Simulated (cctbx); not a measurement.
# Which space group?

Cell: a = 12.3630 Å, b = 12.3630 Å, c = 14.8150 Å, α = 90.00°, β = 90.00°, γ = 120.00°. Expected content of the cell: Ag18 Br36 Mn6 K6.

The data are simulated with cctbx, not measured: Cu Kα, λ = 1.54184 Å, to d = 0.83 Å, 95 % of the full sphere, strongest reflection 5000 counts, noise from counting, a 4 % proportional error and a noise floor of 8 counts (s.d.); no absorption.

Tests on the unmerged data give:

```text
13659 reflections to d = 0.830 A
centring   violations  <I/sigma> of those
    A       1425 of  6822      2.7
    B       1416 of  6839      2.6
    C       1515 of  6815      2.8
    I       1427 of  6813      2.7
    R          0 of  9067     -0.0
    F       2178 of 10238      2.7
Laue class    unique    Rint  (classes that these axes allow; Friedel mates merged)
R -3 :H           808   0.056
R -3 m :H         468   0.059
space group    extra absences  I>4sigma  <I/sigma>
R 3 2 :H                0          0         -  acentric
R 3 m :H                0          0         -  acentric
R 3 c :H              341          0      -0.0  acentric
R -3 m :H               0          0         -  centric
R -3 c :H             341          0      -0.0  centric
Wilson B = 0.39 A^2   <|E^2-1|> = 0.898 (0.968 centric, 0.736 acentric)   E^2>4: 3.1 %
shell (A)         n   <I/sigma>
 8.68 - 1.66     69     24.7
 1.66 - 1.32     59     26.8
 1.32 - 1.15     59     25.7
 1.15 - 1.05     56     23.6
 1.05 - 0.97     52     22.9
 0.97 - 0.91     62     19.7
 0.91 - 0.87     50     18.0
 0.87 - 0.83     61     22.1
```

Q: Read the symmetry from these tables.

The reflections that R centring forbids are absent (⟨I/σ⟩ near 0), so the lattice is R.

Rint stays low (0.056 to 0.059) up to R -3 m :H, the highest class in these axes.

5 settings pass the absence test. The most absences obeyed, 341, belong to R 3 c and R -3 c, which absences can't tell apart.

⟨|E²−1|⟩ = 0.898 leans to a centrosymmetric structure. The Wilson B of 0.39 Å² means U ≈ 0.0049 Å².

The true group is R-3c (no. 167), Laue class -3m, centrosymmetric. The tables only narrow the choice to the tied entries; cell content, site symmetry and trial solutions must settle it.

This is a model crystal, built by substitution and not relaxed, with assumed displacement parameters.

[Logs are printed without paths, hosts, clocks, repeated set-up lines and the standing remarks that a program may print on its own settings, such as how far it seeks lower states.]
